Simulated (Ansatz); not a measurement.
# NaVSe3 (model cell, started as cubic perovskite with V in the octahedra): following an unstable mode, part 3 of 3

Which phase does NaVSe3 (model cell, started as cubic perovskite with V in the octahedra) fall into along its unstable mode, and how much energy does it gain?

Ansatz 0.2.0; DFT PBE, scalar-relativistic, plane waves, PAW.

So far. Step 4 (The mode frozen in, largest atomic shift 0.45 Å): The run ends at a pressure of 2.72 GPa, with forces up to 1.1 eV/Å. Step 5 (Energy along the mode, all amplitudes (two of the runs …): The lowest of the steps tried is at 0.45 Å, 45.1 meV/atom below the parent; the bottom of the well need not coincide with a step. The relaxed cell has a, b, c = 4.028, 7.183, 10.586 Å (conventional setting).

The structure was built from a prototype and need not be the compound's stable phase.

**7. Modes of the new phase, occupations fixed**

A relaxed structure may still be a saddle point, so its zone-centre modes are computed. The response to a homogeneous field gives the Born charges and the dielectric tensor, and its change with displacement the Raman tensors.

Input file input.yaml:

```yaml
crystal:
  lattice:
    - [4.0281962963, 0.0, 0.0]
    - [0.0, 6.2823813496, 1.2029286147]
    - [0.0, 1.2029286147, 6.2823813496]
  atoms:
    - { symbol: Na, position: [0.0, -0.1094428049, -0.1094428049] }
    - { symbol: V, position: [0.5, 0.6273456986, 0.6273456986] }
    - { symbol: Se, position: [0.5, 0.4974429852, 0.0014829424] }
    - { symbol: Se, position: [0.5, 0.0014829424, 0.4974429852] }
    - { symbol: Se, position: [0.0, 0.5054063146, 0.5054063146] }
kpoints:
  mp_grid: { grid: [6, 6, 6] }
hamiltonian:
  xc: pbe
scf:
  occupations: { method: fixed }
output:
  eigenvalues: true
phonons:
  method: dfpt
  dielectric: true
  rigid_motions: translations
  raman: true
```

Launch:

```sh
> ansatz run input.yaml --threads 8 --pin off --max-ram 14336MiB --backend cpu --events-out ev --progress --plain --runs-dir out
```

Numbers of over 12 decimals in the logs are rounded to 6 here.

What it wrote:

```text
[...]
Crystal: 5 atoms, lattice volume = 153.157 Å³
Basis set: ecut = 420 eV, 2985 PW (Γ), exchange–correlation on 54×90×90 points (8 copies of the dense FFT grid, shifted against one another)
Bands: 42, of which v1, the nominal top of the filled ones, is band 35 counted from 1 (34 counted from 0)
Symmetry: 4 space group operations
k-points: 112 of 216 (irreducible under 1 space group operation, time reversal used)
[...]
SCF iter   1: F=—  HF=-20809.124773 eV  |F-HF|=—  |Δ(HF+E_count)|=         —  Δρ=1.01e-2  dr2=2.77e-1  ethr=1.77e-3  ⟨swp⟩=4.3  Hψ=14358  notcnv=0  defer=512
[...]
SCF iter  14: F=-20809.100526 eV  HF=-20809.100526 eV  |F-HF|=2.18e-11  |Δ(HF+E_count)|=  3.06e-10  Δρ=1.98e-7  dr2=9.89e-11  ethr=1.00e-12  ⟨swp⟩=12.8  Hψ=26299  notcnv=0
SCF 1 converged in 14 iterations: F = -20809.100526 eV  dr2 = 9.89e-11
[...]
NSCF: frozen V_eff on 2 k-points
DFPT response loops at Γ: preconditioner auto → none (the input reference at scf.mixing.eps_inf says where Resta's filter doesn't serve); β = 0.50; Broyden in place of MSR1
── the response to a field inside a basis, on 10×8×8 k-points: an SCF that follows is theirs, and a resumed run solves both again ──
Bands: 36, of which v1, the nominal top of the filled ones, is band 35 counted from 1 (34 counted from 0)
k-points: 100
[...]
Eigensolver: Dense (100 Hₖ)
SCF iter   1: F=—  HF=-20809.066845 eV  |F-HF|=—  |Δ(HF+E_count)|=         —  Δρ=1.58e-4  dr2=1.33e-5  ethr=1.00e-1
[...]
SCF iter  10: F=-20809.066871 eV  HF=-20809.066871 eV  |F-HF|=0.00e0  |Δ(HF+E_count)|=  9.46e-11  Δρ=1.35e-7  dr2=4.44e-11  ethr=1.00e-12
SCF 1 converged in 10 iterations: F = -20809.066871 eV  dr2 = 4.44e-11
[...]
WARN: field response: ε∞ stands inside a basis, on 10×8×8 points; the force constants stand on the 6×6×6 k-mesh, whose period is 12.11 times the interband length at k = (-0.5000, 0.3333, -0.3333), direct gap 1.183 eV, under 14: take them and everything formed from them as unconverged, and compare with a denser kpoints.mp_grid
SCF converged after 14 iterations
Free energy (F): -20809.100526 eV
[...]
Internal energy: -20809.100526 eV  (E = F + TS)
E sigma→0 (E₀):  -20809.100526 eV
Fermi energy:    4.293445 eV
[...]
--- Band table (eV; the first three rows and the last of 112) ---
  k-point 0: bands = [... 31 lower, 2.5174, 3.1825, 3.2990, 4.2934, 5.1381, 5.7332, 6.5936, 7.0009, ... 3 higher]
  k-point 1: bands = [... 31 lower, 2.4767, 3.1369, 3.3751, 4.0576, 5.2195, 5.7063, 6.6742, 7.0070, ... 3 higher]
  k-point 2: bands = [... 31 lower, 2.3671, 3.0925, 3.4832, 3.6433, 5.3139, 5.6469, 6.4357, 7.0174, ... 3 higher]
  k-point 111: bands = [... 31 lower, 2.4235, 3.1563, 3.7660, 3.9062, 4.6763, 5.3077, 5.4724, 6.4874, ... 3 higher]
--- Phonons (Γ-DFPT): 9 representative perturbations + reference, on 112 of 216 k-points (Σ response iterations 31) ---
  k mesh reduced under 1 symmetry operation, with k and −k counted as one. Each operation leaves every solved perturbation unchanged. A smaller set is not considered because the run solves the response to a homogeneous field
  ASR residual: 1.690e-4 → 0.000e0 eV/Å²; symmetrization residual: 1.312e-5 eV/Å²
  ASR residual per site (eV/Å²): 1.69e-4 9.16e-5 7.92e-5 7.92e-5 5.53e-5
[...]
ε∞ (high-frequency dielectric tensor):
        9.084324     0.000000     0.000000
        0.000000     7.545022    -1.329298
        0.000000    -1.329298     7.545022
  softest optical mode at Γ: -41.78 cm⁻¹; the repairs (sum rule, projections) moved no ω² at Γ by more than (2.09 cm⁻¹)²
  Born effective charges Z* (e; rows j = field, columns β = displacement):
    site 0:
         1.25336    0.00000   -0.00000
        -0.00000    1.04065    0.26021
         0.00000    0.26021    1.04065
    site 1:
         4.55168   -0.00000    0.00000
         0.00000    2.46956   -0.95069
         0.00000   -0.95069    2.46956
    site 2:
        -0.44993   -0.00000   -0.00000
        -0.00000   -0.41975    0.78784
        -0.00000    0.18102   -2.34501
    site 3:
        -0.44993    0.00000   -0.00000
        -0.00000   -2.34501    0.18102
         0.00000    0.78784   -0.41975
    site 4:
        -4.90518    0.00000   -0.00000
         0.00000   -0.74545   -0.27838
         0.00000   -0.27838   -0.74545
  Z* charge neutrality: 4.133e-3 e pre-enforcement
  solved inside a basis spanned on kpoints, on 10×8×8 k-points transformed towards the longest dipole: ε∞ is read to err by 3.7e-2, Z* by 3.8e-2 e (field_mesh: kpoints solves on kpoints); Z* is corrected for what the basis lacks
  Raman tensors (in the event stream and the table raman_tensors.tsv): an entry may err by 1.1e1 Å², one of the second-order susceptibility by 2.4e1 pm/V (basis, points and sum rule); their sum over the sites missed zero by 2.440e-3 Å² ahead of its enforcement
  optical modes at Γ without the LO–TO term, one row a degenerate level:
      ω (cm⁻¹)  modes    IR ((D/Å)²/amu)  static Raman (Å⁴/amu)  depolarisation
        -41.78      1             0.1738                 6.3039           0.750
         69.67      1             0.0000               166.6963           0.750
         75.91      1             0.2179                49.3719           0.750
         98.33      1             0.8488                 7.0384           0.750
        101.24      1             0.0113                61.5045           0.750
        103.71      1             1.6591               186.3629           0.750
        115.34      1             1.3513                 0.8169           0.750
        128.83      1             0.3526               286.2993           0.588
        194.74      1             0.0067              4035.2205           0.207
        286.77      1            15.9067               582.6321           0.750
        374.41      1             1.7559             26259.4879           0.075
        386.88      1             8.5427              3342.5029           0.750
  optical modes at Γ + LO–TO along q̂ = [1.0000, 0.0000, 0.0000]:
      ω (cm⁻¹)  modes    IR ((D/Å)²/amu)  static Raman (Å⁴/amu)  depolarisation
        -41.78      1             0.1738                 6.3039           0.750
         69.67      1             0.0000               166.6963           0.750
         75.91      1             0.2179                49.3719           0.750
        101.24      1             0.0113                61.5045           0.750
        101.54      1             0.1915                23.8472           0.750
        103.71      1             1.6591               186.3629           0.750
        123.06      1             0.9875               315.8561           0.750
        128.83      1             0.3526               286.2993           0.588
        194.74      1             0.0067              4035.2205           0.207
        327.89      1            16.9278              1571.3471           0.750
        374.41      1             1.7559             26259.4879           0.075
        386.88      1             8.5427              3342.5029           0.750
  optical modes at Γ + LO–TO along q̂ = [0.0000, 1.0000, 0.0000]:
      ω (cm⁻¹)  modes    IR ((D/Å)²/amu)  static Raman (Å⁴/amu)  depolarisation
        -40.19      1             0.1543                28.5540           0.410
         69.67      1             0.0000               166.6963           0.750
         76.85      1             0.2195                89.8863           0.630
         98.33      1             0.8488                 7.0384           0.750
        101.25      1             0.0177                64.6165           0.749
        110.24      1             1.3638               272.3295           0.390
        115.34      1             1.3513                 0.8169           0.750
        130.39      1             0.5746               449.3733           0.367
        194.76      1             0.0075              4100.2614           0.201
        286.77      1            15.9067               582.6321           0.750
        375.55      1             2.0879             23659.1291           0.083
        398.08      1             8.2946              2105.8991           0.728
  optical modes at Γ + LO–TO along q̂ = [0.0000, 0.0000, 1.0000]:
      ω (cm⁻¹)  modes    IR ((D/Å)²/amu)  static Raman (Å⁴/amu)  depolarisation
        -40.19      1             0.1543                28.5540           0.410
         69.67      1             0.0000               166.6963           0.750
         76.85      1             0.2195                89.8863           0.630
         98.33      1             0.8488                 7.0384           0.750
        101.25      1             0.0177                64.6165           0.749
        110.24      1             1.3638               272.3295           0.390
        115.34      1             1.3513                 0.8169           0.750
        130.39      1             0.5746               449.3733           0.367
        194.76      1             0.0075              4100.2614           0.201
        286.77      1            15.9067               582.6321           0.750
        375.55      1             2.0879             23659.1291           0.083
        398.08      1             8.2946              2105.8991           0.728
```

Wall time 20 min (8 threads of Arm Neoverse N1, shared host); peak memory 3.4 GiB; 2.5 h of CPU time.

This step gave:

* gap on the k-mesh: 0.3157 eV
* sum-rule residual before enforcement: 1.69e-4 eV/Å²
* miss of the charge sum rule: 0.004133 e
* estimated error of the dielectric tensor: 0.03707
* estimated error of the Born charges: 0.03757 e
* point group: mm2
* highest optical mode at the zone centre (no LO-TO term): 386.9 cm⁻¹
* lowest optical zone-centre mode: -41.78 cm⁻¹
* mean high-frequency dielectric constant: 8.058
* largest Born charge (third of the trace): 3.164 e
* top of the zone-centre spectrum with the field: 398.1 cm⁻¹

Patterns of degenerate modes are one choice out of their space. The modes at Γ (shares of kinetic energy by element, %) (negative means imaginary):

```
mode  frequency (cm⁻¹)  symmetry  Na %  V %  Se %
   1             -41.8        B2    17    1    82
   2               0.0  acoustic     7   16    76
   3               0.0  acoustic     7   16    76
   4               0.0  acoustic     7   16    76
   5              69.7        A2     0    0   100
   6              75.9        B2    74    4    23
   7              98.3        B1    17   14    70
   8             101.2        B2     2   11    87
   9             103.7        A1    71    2    26
  10             115.3        B1    76    1    23
  11             128.8        A1    21    2    77
  12             194.7        A1     0   11    88
  13             286.8        B1     0   69    31
  14             374.4        A1     0   68    32
  15             386.9        B2     0   68    32
```

Displacements in mode 1 (-41.8 cm⁻¹), the largest set to 1:
```
Na1  0.00 -1.00  1.00
V2   0.00  0.20 -0.20
Se3  0.00 -0.90 -0.36
Se4  0.00  0.36  0.90
Se5  0.00  0.70 -0.70
```

Displacements in mode 11 (128.8 cm⁻¹), the largest set to 1:
```
Na1  0.00 -1.00 -1.00
V2   0.00 -0.21 -0.21
Se3  0.00  0.93 -0.03
Se4  0.00 -0.03  0.93
Se5  0.00 -0.47 -0.47
```

Optical modes at the zone centre, without and with the macroscopic field of the longitudinal modes; each column is sorted by frequency, so a row need not hold one and the same mode. Modes with and without the field, by row:

```
rank among optical modes  no field (cm⁻¹)  q along (1, 0, 0) (cm⁻¹)  q along (0, 1, 0) (cm⁻¹)
                       1            -41.8                     -41.8                     -40.2
                       2             69.7                      69.7                      69.7
                       3             75.9                      75.9                      76.8
                       4             98.3                     101.2                      98.3
                       5            101.2                     101.5                     101.2
                       6            103.7                     103.7                     110.2
                       7            115.3                     123.1                     115.3
                       8            128.8                     128.8                     130.4
                       9            194.7                     194.7                     194.8
                      10            286.8                     327.9                     286.8
                      11            374.4                     374.4                     375.6
                      12            386.9                     386.9                     398.1
```

Born charge (rows field, columns displacement) (e), principal values of the symmetric part by kind of site:

```
atom  atoms with these values    low  middle   high   mean
 Na1                        1   0.78    1.25   1.30   1.11
  V2                        1   1.52    3.42   4.55   3.16
 Se3                        2  -2.46   -0.45  -0.30  -1.07
 Se5                        1  -4.91   -1.02  -0.47  -2.13
```

In full for Se3:

```
-0.45  0.00  0.00
 0.00 -0.42  0.79
 0.00  0.18 -2.35
```

High-frequency dielectric tensor:

```
 9.08  0.00  0.00
 0.00  7.54 -1.33
 0.00 -1.33  7.54
```

Transverse modes; imaginary modes are left out. Infrared lines, with heights relative to the strongest:

```
position (cm⁻¹)  label  relative intensity
             70     A2                 0.0
             76     B2                 1.4
             98     B1                 5.3
            101     B2                 0.1
            104     A1                  10
            115     B1                 8.5
            129     A1                 2.2
            195     A1                 0.0
            287     B1                 100
            374     A1                  11
            387     B2                  54
```

Activity x (w_L - w)^4 (n + 1)/w, 532 nm, 300 K; imaginary modes are left out; the tensors are static ones, while 532 nm light lies above the computed direct gap, where resonance would change the heights; modes without the macroscopic field alone. Lines of the Raman spectrum (strongest = 100):

```
position (cm⁻¹)  label  relative intensity
             70     A2                  11
             76     B2                 2.7
             98     B1                 0.2
            101     B2                 2.0
            104     A1                 5.8
            115     B1                 0.0
            129     A1                 6.0
            195     A1                  42
            287     B1                 3.3
            374     A1                 100
            387     B2                  12
```

Before it was imposed, the acoustic sum rule was missed by 1.7e-4 eV/Å² and the charge sum rule by 0.0041 e. Small misses are needed for a sound result but don't prove that mesh and cutoff are converged. The lowest optical mode is imaginary, 41.8i cm⁻¹, so the energy falls along it.

The log warns of the k mesh: “the force constants stand on the 6×6×6 k-mesh, whose period is 12.11 times the interband length at k = (-0.5000, 0.3333, -0.3333), direct gap 1.183 eV, under 14: take them and everything formed from them as unconverged”.

**8. Results**

```
unstable mode of the parent                                                      : q = (0, 0, 0), 144i cm⁻¹
depth at the lowest point sampled                                                : 45.1 meV/atom
largest atomic shift at that point                                               : 0.45 Å
space group reached (within 0.01 Å)                                              : Amm2
energy gained over the parent (first relaxation, on the mesh of the frozen mode) : 149 meV/atom
volume per atom, phase reached                                                   : 30.6 Å³
gap on the k-mesh, phase reached                                                 : 0.314 eV
lowest optical zone-centre mode, phase reached                                   : -41.8 cm⁻¹
highest optical mode at the zone centre (no LO-TO term), phase reached           : 387 cm⁻¹
```

What this shows: Along this mode the structure falls into Amm2, 149 meV/atom below the parent. At the parent's cell the well is 45.05 meV/atom deep on the steps tried, with its lowest point at a shift of 0.45 Å. Relaxing atoms and cell changes the gain by +104.29 meV/atom against the lowest step (energies at zero smearing). Most of the total comes from this relaxation. The new phase still has an imaginary mode at the zone centre of its cell, so it is a saddle point on the way to a lower structure. Of the 8 patterns followed to their end from this parent, this one reaches the lowest energy. Each path keeps the symmetry of its pattern, so a lower phase may lie along a pattern not tried. With the field response the log warns that the k mesh is coarse for the force constants too, so the frequencies may not be converged. With no gap, or one that is small against the smearing, the frequencies hang on the k mesh and the smearing, most of all near Kohn anomalies. The phonon runs are without spin polarisation, although V often carries a moment. The volume moved by more than a tenth on the k mesh of the start, so the energy gain is rough. A phonon run warned that its eigensolver left some bands unconverged in a pass. The starting cell was built on a prototype and not taken from a measurement, so the phase need not exist.

[Logs are printed without paths, hosts, clocks, repeated set-up lines and the standing remarks that a program may print on its own settings, such as how far it seeks lower states.]

[Hosts, paths, dates, database ids (printed as entryN), source tags and the programs' standing remarks are cut or masked in the printed files.]
